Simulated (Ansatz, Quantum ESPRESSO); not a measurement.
# F-SiSi-F chair, 1 layer in an electric field, part 3 of 6

Wanted: polarisability and gap of F-SiSi-F chair, 1 layer against a perpendicular field.

Quantum ESPRESSO 7.5; plane-wave DFT, PBE, GBRV ultrasoft pseudopotentials; geometry and cross-check by Ansatz 0.2.0 with PAW datasets.

So far. Step 3 (Ground state: no field): The run needed 11 iterations to bring the estimated error under 1e-09 Ry; the largest force on any atom, held or free, is 0.14 eV/Å. Step 4 (Electrostatic potential): The vacuum is flat to 0.1 meV/Å, so its level is well defined. Inside the slab the curve depends on the local part of the pseudopotentials; only the vacuum level has a meaning of its own.

### Step 5. Bands along a path: no field

The density is frozen and the levels are solved along a path.

The input, f0.bands.in:

```
&control
  prefix = 'f0.bands'
  outdir = './out'
  pseudo_dir = './pseudo'
  calculation = 'bands'
  tefield = .true.
  dipfield = .true.
/
&system
  ibrav = 0
  nat = 4
  ntyp = 2
  ecutwfc = 40
  ecutrho = 200
  occupations = 'smearing'
  smearing = 'fd'
  degauss = 0.004
  edir = 3
  emaxpos = 0.97
  eopreg = 0.04
  eamp = 0.0
  nbnd = 17
/
&electrons
  conv_thr = 1e-07
  mixing_beta = 0.4
  electron_maxstep = 120
  mixing_mode = 'local-TF'
/
ATOMIC_SPECIES
  F   18.9984  f_pbe_v1.4.uspp.F.UPF
  Si  28.0850  si_pbe_v1.uspp.F.UPF
CELL_PARAMETERS angstrom
  3.96747604881129 0.00000000000000 -0.00000000000000
  -1.98373802440565 3.43593504717689 0.00000000000000
  -0.00000000000000 -0.00000000000000 21.10000000000000
ATOMIC_POSITIONS crystal
  F   0.666666666667 0.333333333333 0.406266913793
  Si  0.666666666667 0.333333333333 0.483403134678
  Si  0.333333333333 0.666666666667 0.516596853651
  F   0.333333333333 0.666666666667 0.593733097877
K_POINTS crystal_b
4
  0.0000000000 0.0000000000 0.0000000000 14
  0.5000000000 0.0000000000 0.0000000000 14
  0.3333333333 0.3333333333 0.0000000000 14
  0.0000000000 0.0000000000 0.0000000000 1
```

The run is started by

```
cp -r out/f0.save out/f0.bands.save
cp out/f0.xml out/f0.bands.xml
OMP_NUM_THREADS=1 mpirun -n 4 pw.x -nk 4 -in f0.bands.in > f0.bands.out
```

What it wrote:

```text
[banner, memory and clock lines left out]
Program PWSCF v.7.5 starts

          URL

     Presently no symmetry can be used with electric field

     Atomic positions and unit cell read from directory:
     ./out/f0.bands.save/

     G-vector sticks info

     bravais-lattice index     =            0
     lattice parameter (alat)  =       7.4974  a.u.
     unit-cell volume          =    1941.0571 (a.u.)^3
     number of atoms/cell      =            4
     number of atomic types    =            2
     number of electrons       =        22.00
     number of Kohn-Sham states=           17
     kinetic-energy cutoff     =      40.0000  Ry
     charge density cutoff     =     200.0000  Ry
     Exchange-correlation= SLA  PW   PBE  PBE
                           (   1   4   3   4   0   0   0)

     celldm(1)=   7.497443  celldm(2)=   0.000000  celldm(3)=   0.000000
     celldm(4)=   0.000000  celldm(5)=   0.000000  celldm(6)=   0.000000

     crystal axes: (cart. coord. in units of alat)
               a(1) = (   1.000000   0.000000  -0.000000 )
               a(2) = (  -0.500000   0.866025   0.000000 )
               a(3) = (  -0.000000  -0.000000   5.318243 )

     reciprocal axes: (cart. coord. in units 2 pi/alat)
               b(1) = (  1.000000  0.577350  0.000000 )
               b(2) = (  0.000000  1.154701  0.000000 )
               b(3) = (  0.000000  0.000000  0.188032 )

     PseudoPot. # 1 for F  read from file:
     ./pseudo/f_pbe_v1.4.uspp.F.UPF
     Pseudo is Ultrasoft, Zval =  7.0
     Generated by new atomic code, or converted to UPF format
     Using radial grid of  799 points,  4 beta functions with:
                l(1) =   0
                l(2) =   0
                l(3) =   1
                l(4) =   1
     Q(r) pseudized with  8 coefficients,  rinner =    0.950   0.950   0.950

     PseudoPot. # 2 for Si read from file:
     ./pseudo/si_pbe_v1.uspp.F.UPF
     Pseudo is Ultrasoft + core correction, Zval =  4.0
     Generated by new atomic code, or converted to UPF format
     Using radial grid of  899 points,  6 beta functions with:
                l(1) =   0
                l(2) =   0
                l(3) =   1
                l(4) =   1
                l(5) =   2
                l(6) =   2
     Q(r) pseudized with  8 coefficients,  rinner =    0.900   0.900   0.900
                                                       0.900   0.900

     atomic species   valence    mass     pseudopotential
     F                 7.00    18.99840     F ( 1.00)
     Si                4.00    28.08500     Si( 1.00)

     No symmetry found

   Cartesian axes

     site n.     atom                  positions (alat units)
         1        F      tau(   1) = (   0.5000000   0.2886751   2.1606260  )
         2        Si     tau(   2) = (   0.5000000   0.2886751   2.5708551  )
         3        Si     tau(   3) = (  -0.0000000   0.5773503   2.7473874  )
         4        F      tau(   4) = (  -0.0000000   0.5773503   3.1576166  )

     number of k points=    43  Fermi-Dirac smearing, width (Ry)=  0.0040
                       cart. coord. in units 2pi/alat
        k(    1) = (   0.0000000   0.0000000   0.0000000), wk =   0.0465116
        k(    2) = (   0.0357143   0.0206197   0.0000000), wk =   0.0465116
        k(    3) = (   0.0714286   0.0412393   0.0000000), wk =   0.0465116
        k(    4) = (   0.1071429   0.0618590   0.0000000), wk =   0.0465116
        k(    5) = (   0.1428571   0.0824786   0.0000000), wk =   0.0465116
        k(    6) = (   0.1785714   0.1030983   0.0000000), wk =   0.0465116
        k(    7) = (   0.2142857   0.1237179   0.0000000), wk =   0.0465116
        k(    8) = (   0.2500000   0.1443376   0.0000000), wk =   0.0465116
        k(    9) = (   0.2857143   0.1649572   0.0000000), wk =   0.0465116
        k(   10) = (   0.3214286   0.1855769   0.0000000), wk =   0.0465116
        k(   11) = (   0.3571429   0.2061965   0.0000000), wk =   0.0465116
        k(   12) = (   0.3928571   0.2268162   0.0000000), wk =   0.0465116
        k(   13) = (   0.4285714   0.2474358   0.0000000), wk =   0.0465116
        k(   14) = (   0.4642857   0.2680555   0.0000000), wk =   0.0465116
        k(   15) = (   0.5000000   0.2886751   0.0000000), wk =   0.0465116
        k(   16) = (   0.4880952   0.3092948   0.0000000), wk =   0.0465116
        k(   17) = (   0.4761905   0.3299144   0.0000000), wk =   0.0465116
        k(   18) = (   0.4642857   0.3505341   0.0000000), wk =   0.0465116
        k(   19) = (   0.4523810   0.3711537   0.0000000), wk =   0.0465116
        k(   20) = (   0.4404762   0.3917734   0.0000000), wk =   0.0465116
        k(   21) = (   0.4285714   0.4123930   0.0000000), wk =   0.0465116
        k(   22) = (   0.4166667   0.4330127   0.0000000), wk =   0.0465116
        k(   23) = (   0.4047619   0.4536324   0.0000000), wk =   0.0465116
        k(   24) = (   0.3928571   0.4742520   0.0000000), wk =   0.0465116
        k(   25) = (   0.3809524   0.4948717   0.0000000), wk =   0.0465116
        k(   26) = (   0.3690476   0.5154913   0.0000000), wk =   0.0465116
        k(   27) = (   0.3571429   0.5361110   0.0000000), wk =   0.0465116
        k(   28) = (   0.3452381   0.5567306   0.0000000), wk =   0.0465116
        k(   29) = (   0.3333333   0.5773503   0.0000000), wk =   0.0465116
        k(   30) = (   0.3095238   0.5361110   0.0000000), wk =   0.0465116
        k(   31) = (   0.2857143   0.4948717   0.0000000), wk =   0.0465116
        k(   32) = (   0.2619048   0.4536324   0.0000000), wk =   0.0465116
        k(   33) = (   0.2380952   0.4123930   0.0000000), wk =   0.0465116
        k(   34) = (   0.2142857   0.3711537   0.0000000), wk =   0.0465116
        k(   35) = (   0.1904762   0.3299144   0.0000000), wk =   0.0465116
        k(   36) = (   0.1666667   0.2886751   0.0000000), wk =   0.0465116
        k(   37) = (   0.1428571   0.2474358   0.0000000), wk =   0.0465116
        k(   38) = (   0.1190476   0.2061965   0.0000000), wk =   0.0465116
        k(   39) = (   0.0952381   0.1649572   0.0000000), wk =   0.0465116
        k(   40) = (   0.0714286   0.1237179   0.0000000), wk =   0.0465116
        k(   41) = (   0.0476190   0.0824786   0.0000000), wk =   0.0465116
        k(   42) = (   0.0238095   0.0412393   0.0000000), wk =   0.0465116
        k(   43) = (   0.0000000   0.0000000   0.0000000), wk =   0.0465116

     Dense  grid:    92699 G-vectors     FFT dimensions: (  36,  36, 180)

     Smooth grid:    66113 G-vectors     FFT dimensions: (  32,  32, 162)

     The potential is recalculated from file :
     ./out/f0.bands.save/charge-density

     negative rho (up, down):  1.066E-03 0.000E+00

     Adding external electric field

[...]
-8.9437  -6.5124  -4.7441  -2.4167  -1.0971   1.6954   2.2465   2.3657
     2.8598

          k = 0.2857 0.1650 0.0000 (  8335 PWs)   bands (ev):

   -28.4708 -28.4547 -13.5801 -11.3718  -9.9471  -9.6355  -9.3229  -9.0746
    -8.9129  -6.8589  -4.8526  -2.3258  -1.1125   2.1976   2.4309   2.5833
     2.9607

          k = 0.3214 0.1856 0.0000 (  8299 PWs)   bands (ev):

   -28.4680 -28.4537 -13.4170 -11.4347  -9.9865  -9.7120  -9.3435  -9.0802
    -8.8779  -7.1668  -4.9473  -2.2825  -1.0464   2.1100   2.7139   2.8325
     3.2962

          k = 0.3571 0.2062 0.0000 (  8299 PWs)   bands (ev):

   -28.4655 -28.4530 -13.2462 -11.5155 -10.0283  -9.7769  -9.3619  -9.0855
    -8.8391  -7.4311  -5.0263  -2.2809  -0.9039   1.7348   3.1343   3.2157
     3.5974

          k = 0.3929 0.2268 0.0000 (  8277 PWs)   bands (ev):

   -28.4632 -28.4525 -13.0755 -11.6122 -10.0692  -9.8262  -9.3771  -9.0899
    -8.7980  -7.6479  -5.0886  -2.3020  -0.7066   1.3712   3.4617   3.6471
     3.9135

          k = 0.4286 0.2474 0.0000 (  8261 PWs)   bands (ev):

   -28.4614 -28.4522 -12.9183 -11.7152 -10.1040  -9.8597  -9.3885  -9.0933
    -8.7584  -7.8126  -5.1334  -2.3278  -0.4807   1.0350   3.8087   3.9367
     4.2505

          k = 0.4643 0.2681 0.0000 (  8274 PWs)   bands (ev):

   -28.4602 -28.4521 -12.7984 -11.8025 -10.1272  -9.8787  -9.3955  -9.0954
    -8.7277  -7.9180  -5.1605  -2.3471  -0.2648   0.7560   4.0752   4.1634
     4.5917

          k = 0.5000 0.2887 0.0000 (  8258 PWs)   bands (ev):

   -28.4598 -28.4521 -12.7513 -11.8386 -10.1353  -9.8849  -9.3979  -9.0961
    -8.7156  -7.9547  -5.1695  -2.3540  -0.1575   0.6282   4.1130   4.4829
     4.4969

          k = 0.4881 0.3093 0.0000 (  8276 PWs)   bands (ev):

   -28.4597 -28.4521 -12.7482 -11.8395 -10.1338  -9.8848  -9.4013  -9.0987
    -8.7122  -7.9554  -5.1985  -2.3121  -0.1503   0.6302   4.0715   4.4881
     4.4967

          k = 0.4762 0.3299 0.0000 (  8280 PWs)   bands (ev):

   -28.4596 -28.4521 -12.7386 -11.8422 -10.1293  -9.8844  -9.4111  -9.1062
    -8.7020  -7.9573  -5.2800  -2.1922  -0.1284   0.6360   3.9609   4.4946
     4.4959

          k = 0.4643 0.3505 0.0000 (  8284 PWs)   bands (ev):

   -28.4594 -28.4521 -12.7228 -11.8468 -10.1217  -9.8838  -9.4274  -9.1178
    -8.6859  -7.9608  -5.4006  -2.0082  -0.0910   0.6454   3.8043   4.4859
     4.4934

          k = 0.4524 0.3712 0.0000 (  8268 PWs)   bands (ev):

   -28.4591 -28.4521 -12.7008 -11.8538 -10.1112  -9.8831  -9.4498  -9.1322
    -8.6648  -7.9664  -5.5449  -1.7769  -0.0364   0.6576   3.6194   4.4595
     4.4662

          k = 0.4405 0.3918 0.0000 (  8268 PWs)   bands (ev):

   -28.4587 -28.4521 -12.6727 -11.8635 -10.0977  -9.8823  -9.4780  -9.1483
    -8.6396  -7.9746  -5.6996  -1.5142   0.0385   0.6716   3.4187   4.3966
     4.3974

          k = 0.4286 0.4124 0.0000 (  8272 PWs)   bands (ev):

   -28.4582 -28.4521 -12.6387 -11.8767 -10.0812  -9.8816  -9.5113  -9.1651
    -8.6108  -7.9862  -5.8543  -1.2349   0.1388   0.6857   3.2112   4.2760
     4.2805

          k = 0.4167 0.4330 0.0000 (  8266 PWs)   bands (ev):

   -28.4577 -28.4521 -12.5991 -11.8938 -10.0619  -9.8809  -9.5491  -9.1817
    -8.5791  -8.0022  -6.0013  -0.9546   0.2726   0.6977   3.0047   4.0957
     4.1257

          k = 0.4048 0.4536 0.0000 (  8276 PWs)   bands (ev):

   -28.4572 -28.4522 -12.5540 -11.9159 -10.0399  -9.8804  -9.5906  -9.1973
    -8.5446  -8.0234  -6.1349  -0.6894   0.4507   0.7044   2.8061   3.8751
     3.9472

          k = 0.3929 0.4743 0.0000 (  8280 PWs)   bands (ev):

   -28.4566 -28.4523 -12.5038 -11.9435 -10.0152  -9.8802  -9.6346  -9.2114
    -8.5074  -8.0507  -6.2509  -0.4534   0.6828   0.7014   2.6225   3.6351
     3.7556

          k = 0.3810 0.4949 0.0000 (  8274 PWs)   bands (ev):

   -28.4560 -28.4524 -12.4489 -11.9777  -9.9881  -9.8801  -9.6800  -9.2234
    -8.4676  -8.0845  -6.3465  -0.2515   0.6830   0.9696   2.4614   3.3893
     3.5571

          k = 0.3690 0.5155 0.0000 (  8282 PWs)   bands (ev):

   -28.4554 -28.4526 -12.3897 -12.0190  -9.9589  -9.8802  -9.7254  -9.2331
    -8.4248  -8.1248  -6.4203  -0.0783   0.6429   1.3006   2.3306   3.1472
     3.3558

          k = 0.3571 0.5361 0.0000 (  8254 PWs)   bands (ev):

   -28.4548 -28.4529 -12.3267 -12.0682  -9.9282  -9.8803  -9.7690  -9.2400
    -8.3789  -8.1710  -6.4717   0.0756   0.5758   1.6569   2.2363   2.9199
     3.1542

          k = 0.3452 0.5567 0.0000 (  8242 PWs)   bands (ev):

   -28.4543 -28.4533 -12.2604 -12.1256  -9.8977  -9.8803  -9.8080  -9.2442
    -8.3296  -8.2220  -6.5016   0.2186   0.4795   1.9975   2.1814   2.7397
     2.9540

          k = 0.3333 0.5774 0.0000 (  8262 PWs)   bands (ev):

   -28.4538 -28.4537 -12.1915 -12.1915  -9.8798  -9.8797  -9.8297  -9.2455
    -8.2763  -8.2763  -6.5112   0.3560   0.3560   2.1642   2.1655   2.7567
     2.7567

          k = 0.3095 0.5361 0.0000 (  8248 PWs)   bands (ev):

   -28.4549 -28.4529 -12.3475 -12.0485  -9.9244  -9.8757  -9.7751  -9.2404
    -8.3887  -8.1558  -6.4763   0.0487   0.6222   1.8810   2.2120   2.3848
     3.4579

          k = 0.2857 0.4949 0.0000 (  8260 PWs)   bands (ev):

   -28.4566 -28.4522 -12.5315 -11.9040  -9.9665  -9.8646  -9.6996  -9.2263
    -8.4982  -8.0125  -6.3805  -0.3011   0.8593   1.5384   1.9872   2.3920
     4.1337

          k = 0.2619 0.4536 0.0000 (  8240 PWs)   bands (ev):

   -28.4587 -28.4520 -12.7352 -11.7649  -9.9889  -9.8426  -9.6232  -9.2057
    -8.5985  -7.8409  -6.2347  -0.6620   0.8890   1.4432   1.6422   2.5961
     4.0379

          k = 0.2381 0.4124 0.0000 (  8256 PWs)   bands (ev):

   -28.4612 -28.4521 -12.9490 -11.6377  -9.9933  -9.8066  -9.5498  -9.1815
    -8.6872  -7.6351  -6.0476  -1.0169   0.6423   1.3160   1.6797   2.8373
     3.6547

          k = 0.2143 0.3712 0.0000 (  8287 PWs)   bands (ev):

   -28.4640 -28.4526 -13.1635 -11.5280  -9.9830  -9.7552  -9.4818  -9.1562
    -8.7639  -7.3900  -5.8266  -1.3567   0.3668   1.0132   2.0049   3.0872
     3.2709

          k = 0.1905 0.3299 0.0000 (  8293 PWs)   bands (ev):

   -28.4672 -28.4534 -13.3709 -11.4387  -9.9618  -9.6891  -9.4207  -9.1317
    -8.8289  -7.1019  -5.5795  -1.6760   0.1211   0.7356   2.3581   2.9214
     3.2741

          k = 0.1667 0.2887 0.0000 (  8303 PWs)   bands (ev):

   -28.4705 -28.4545 -13.5648 -11.3700  -9.9334  -9.6118  -9.3672  -9.1096
    -8.8836  -6.7694  -5.3157  -1.9717  -0.0822   0.4850   2.5405   2.8014
     3.0665

          k = 0.1429 0.2474 0.0000 (  8333 PWs)   bands (ev):

   -28.4738 -28.4558 -13.7403 -11.3200  -9.9012  -9.5282  -9.3218  -9.0906
    -8.9288  -6.3939  -5.0463  -2.2419  -0.2380   0.2631   2.2844   2.7289
     2.9138

          k = 0.1190 0.2062 0.0000 (  8331 PWs)   bands (ev):

   -28.4769 -28.4571 -13.8937 -11.2852  -9.8681  -9.4441  -9.2840  -9.0752
    -8.9656  -5.9799  -4.7845  -2.4861  -0.3433   0.0717   2.0413   2.0899
     2.6338

          k = 0.0952 0.1650 0.0000 (  8307 PWs)   bands (ev):

   -28.4798 -28.4584 -14.0222 -11.2621  -9.8369  -9.3652  -9.2533  -9.0635
    -8.9950  -5.5364  -4.5452  -2.7054  -0.3985  -0.0877   1.3716   1.8361
     2.4459

          k = 0.0714 0.1237 0.0000 (  8321 PWs)   bands (ev):

   -28.4822 -28.4596 -14.1241 -11.2475  -9.8100  -9.2969  -9.2294  -9.0553
    -9.0178  -5.0780  -4.3432  -2.9043  -0.4098  -0.2136   0.7022   1.6719
     2.3037

          k = 0.0476 0.0825 0.0000 (  8319 PWs)   bands (ev):

   -28.4840 -28.4605 -14.1977 -11.2388  -9.7893  -9.2436  -9.2120  -9.0505
    -9.0342  -4.6308  -4.1908  -3.0922  -0.3912  -0.3053   0.1420   1.5511
     2.2029

          k = 0.0238 0.0412 0.0000 (  8297 PWs)   bands (ev):

   -28.4851 -28.4611 -14.2422 -11.2343  -9.7763  -9.2095  -9.2013  -9.0482
    -9.0443  -4.2471  -4.0965  -3.2734  -0.3651  -0.3648  -0.2394   1.4764
     2.1426

          k = 0.0000 0.0000 0.0000 (  8259 PWs)   bands (ev):

   -28.4855 -28.4613 -14.2571 -11.2329  -9.7719  -9.1976  -9.1976  -9.0476
    -9.0476  -4.0646  -4.0646  -3.3773  -0.4104  -0.3527  -0.3527   1.4511
     2.1225

     XML data file, pseudopotentials, collected wavefunctions

                                        0.00s GPU  (     591 calls)
[key lines of the parts left out:]
Dipole field         -0.0000 Ry au,
```

The job ended after 21 s (4 MPI ranks of Arm Neoverse V1, shared host; peak memory 0.35 GiB; 82 s of CPU time).

Band numbers count within the set of bands kept for display. The electronic bands at the labelled points (eV, zero at the highest filled level of the SCF mesh; v1 is the highest filled band, c1 the lowest empty one):

| point | v4 | v3 | v2 | v1 | c1 | c2 | c3 | c4 |
| --- | --- | --- | --- | --- | --- | --- | --- | --- |
| Γ | -4.98 | -4.98 | 0.00 | 0.00 | 0.69 | 3.65 | 3.71 | 3.71 |
| halfway | -5.00 | -4.88 | -2.45 | -0.68 | 1.65 | 2.97 | 5.76 | 6.31 |
| M | -5.03 | -4.65 | -3.89 | -1.10 | 1.71 | 3.91 | 4.69 | 8.18 |
| halfway | -5.12 | -4.51 | -3.94 | -1.94 | 3.11 | 4.34 | 4.76 | 7.07 |
| K | -5.18 | -4.21 | -4.21 | -2.45 | 4.42 | 4.42 | 6.23 | 6.23 |
| halfway | -5.04 | -4.82 | -2.70 | -1.25 | 2.09 | 3.98 | 4.55 | 6.61 |
| Γ | -4.98 | -4.98 | 0.00 | 0.00 | 0.69 | 3.65 | 3.71 | 3.71 |

Along this path the valence top lies at Γ and the conduction bottom at Γ.

### Step 6. SCF with pw.x: field 0.1 V/Å

eamp is the field in Hartree atomic units (1 a.u. = 51.42 V/Å). With dipfield on, it is the field in the vacuum beside an isolated sheet. The run starts from the density of the one before.

The input, f1.in:

```
&control
  prefix = 'f1'
  outdir = './out'
  pseudo_dir = './pseudo'
  calculation = 'scf'
  tprnfor = .true.
  tefield = .true.
  dipfield = .true.
/
&system
  ibrav = 0
  nat = 4
  ntyp = 2
  ecutwfc = 40
  ecutrho = 200
  occupations = 'smearing'
  smearing = 'fd'
  degauss = 0.004
  edir = 3
  emaxpos = 0.97
  eopreg = 0.04
  eamp = 0.00194469
/
&electrons
  conv_thr = 1e-09
  mixing_beta = 0.4
  electron_maxstep = 120
  mixing_mode = 'plain'
  startingpot = 'file'
/
ATOMIC_SPECIES
  F   18.9984  f_pbe_v1.4.uspp.F.UPF
  Si  28.0850  si_pbe_v1.uspp.F.UPF
CELL_PARAMETERS angstrom
  3.96747604881129 0.00000000000000 -0.00000000000000
  -1.98373802440565 3.43593504717689 0.00000000000000
  -0.00000000000000 -0.00000000000000 21.10000000000000
ATOMIC_POSITIONS crystal
  F   0.666666666667 0.333333333333 0.406266913793
  Si  0.666666666667 0.333333333333 0.483403134678
  Si  0.333333333333 0.666666666667 0.516596853651
  F   0.333333333333 0.666666666667 0.593733097877
K_POINTS automatic
  12 12 1 0 0 0
```

The run is started by

```
cp -r out/f0.save out/f1.save
OMP_NUM_THREADS=1 mpirun -n 4 pw.x -nk 4 -in f1.in > f1.out
```

What it wrote:

```text
[banner, memory and clock lines left out]
Program PWSCF v.7.5 starts
[...]
number of electrons       =        22.00
     number of Kohn-Sham states=           15
     kinetic-energy cutoff     =      40.0000  Ry
     charge density cutoff     =     200.0000  Ry
[...]
number of k points=    74  Fermi-Dirac smearing, width (Ry)=  0.0040
[...]
Dense  grid:    92699 G-vectors     FFT dimensions: (  36,  36, 180)
[...]
The initial density is read from file :
[...]
negative rho (up, down):  1.066E-03 0.000E+00
[...]
Starting wfcs are   16 randomized atomic wfcs
[...]
negative rho (up, down):  1.067E-03 0.000E+00
[...]
estimated scf accuracy    <       0.00096259 Ry
[...]
negative rho (up, down):  1.067E-03 0.000E+00
[...]
estimated scf accuracy    <       0.00049020 Ry
[...]
negative rho (up, down):  1.067E-03 0.000E+00
[...]
estimated scf accuracy    <       0.00000179 Ry
[...]
negative rho (up, down):  1.067E-03 0.000E+00
[...]
estimated scf accuracy    <       0.00000052 Ry
[...]
negative rho (up, down):  1.067E-03 0.000E+00
[...]
estimated scf accuracy    <       0.00000006 Ry
[...]
negative rho (up, down):  1.066E-03 0.000E+00
[...]
Computed dipole along edir(3) :
        Dipole                0.0467 Ry au,          0.1187 Debye
        Dipole field          0.0003 Ry au,
        E field amplitude [Ha a.u.]:  1.9447E-03
        Potential amp.        0.1257 Ry
        Total length         38.2783 bohr
[...]
the Fermi energy is    -3.6775 ev
!    total energy              =    -116.60672298 Ry
     estimated scf accuracy    <          7.7E-10 Ry
     smearing contrib. (-TS)   =      -0.00000257 Ry
     internal energy E=F+TS    =    -116.60672042 Ry
[...]
one-electron contribution =    -517.10865950 Ry
     hartree contribution      =     263.66658743 Ry
     xc contribution           =     -27.32977345 Ry
     ewald contribution        =     164.16529260 Ry
     electric field correction =      -0.00016749 Ry
     convergence has been achieved in   6 iterations
     negative rho (up, down):  1.066E-03 0.000E+00
[...]
Total force =     0.011200     Total SCF correction =     0.000075
[...]
```

Run time: 33 s. Hardware: 4 MPI ranks; peak memory 0.53 GiB; 2.2 min of CPU time.

Read from the output:

| Quantity | Value |
| --- | --- |
| free energy | -1586.5153 eV |
| Fermi energy | -3.678 eV |
| dipole along the normal | 0.02471 e·Å |
| valence top, on the run's zero | -4.047 eV |
| conduction bottom, on the run's zero | -3.360 eV |
| gap by band count | 0.6871 eV |

The dipole goes from -0.0000 to 0.0247 e Å, 0.2471 e Å per V/Å.

### Step 7. Potential by pp.x

The input, f1.pot.in:

```
&inputpp
  prefix = 'f1'
  outdir = './out'
  filplot = 'f1.pot.dat'
  plot_num = 11
/
```

The run is started by

```
OMP_NUM_THREADS=1 mpirun -n 4 pp.x -in f1.pot.in > f1.pot.out
```

Wall time 0.97 s (4 MPI ranks); peak memory 0.11 GiB; 3.6 s of CPU time.

This step gave:

| Item | Value |
| --- | --- |
| slope of the potential above | 0.1000 eV/Å |
| upper vacuum line continued to the top atoms, over the valence top | 6.534 eV |
| slope of the potential below | 0.09999 eV/Å |
| lower vacuum line continued to the bottom atoms, over the valence top | 6.467 eV |

The slope in the vacuum is 0.100 eV/Å for an applied 0.10 V/Å, as it should be.

(Part 3 of 6 ends here.)

[Logs are printed without paths, hosts, clocks, repeated set-up lines and the standing remarks that a program may print on its own settings, such as how far it seeks lower states.]

[Hosts, paths, dates, database ids (printed as entryN), source tags and the programs' standing remarks are cut or masked in the printed files.]

[Maps of the electrostatic potential energy from Ansatz leave out the sawtooth potential of an applied field or a dipole correction, so their vacuum need not be flat; planar profiles and work functions include it.]
